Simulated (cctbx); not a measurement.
# Co2BiB2C across an absorption edge

Space group I4/mmm (no. 139), a = 3.6660 Å, b = 3.6660 Å, c = 10.4270 Å, α = 90.00°, β = 90.00°, γ = 90.00°.

```csv
atom,mult.,x,y,z,Ueq (Å²)
Bi1,2,1/2,1/2,0,0.0127
Co1,4,1/2,0,1/4,0.0208
C1,2,0,0,0,0.0256
B1,4,1/2,1/2,0.3602,0.0317
```

The model was made for the exercise: a known structure type with other elements put in, its volume estimated, not relaxed; displacement parameters are assumed.

Calculated with cctbx: free-atom f′ and f″ from the Sasaki tables, no fine structure; amplitudes in electrons.

| E (eV) | F 0 1 3 | F 2 1 1 | F 1 1 4 | F 2 2 0 |
| --- | --- | --- | --- | --- |
| 7109 | 129.9 | 98.0 | 54.6 | 138.7 |
| 7459 | 129.6 | 97.7 | 56.9 | 135.9 |
| 7589 | 129.5 | 97.6 | 59.3 | 133.5 |
| 7649 | 129.5 | 97.5 | 61.6 | 131.3 |
| 7679 | 129.4 | 97.5 | 64.0 | 129.0 |
| 7694 | 129.4 | 97.5 | 66.5 | 126.7 |
| 7701 | 129.4 | 97.5 | 68.8 | 124.7 |
| 7705 | 129.4 | 97.5 | 71.2 | 122.5 |
| 7713 | 129.4 | 97.5 | 70.2 | 123.9 |
| 7717 | 129.4 | 97.4 | 67.3 | 126.4 |
| 7724 | 129.4 | 97.4 | 64.7 | 128.6 |
| 7739 | 129.4 | 97.4 | 61.9 | 131.0 |
| 7769 | 129.4 | 97.4 | 59.0 | 133.4 |
| 7859 | 129.3 | 97.3 | 55.3 | 136.5 |
| 8109 | 129.0 | 97.1 | 51.2 | 139.5 |

**Question.** Which edge is crossed, and why do the reflections move as they do?

The K edge of Co. The edge is at 7709 eV. f′ of Co falls from -3.9 e at 7589 eV to -7.4 e at 4 eV below it, and f″ steps from 0.47 to 3.93 e across it. Over that approach |F| changes by -0 % (0 1 3), -0 % (2 1 1), +20 % (1 1 4) and -8 % (2 2 0): a reflection falls where Co scatters in phase with the total and rises where it scatters against it; it hardly moves where the Co term is small or cancels by symmetry. Above the edge the larger f″ enters the imaginary part, where it can add to or cancel the other atoms' f″. The structure is centrosymmetric, so Friedel mates stay equal.

[Logs are printed without paths, hosts, clocks, repeated set-up lines and the standing remarks that a program may print on its own settings, such as how far it seeks lower states.]
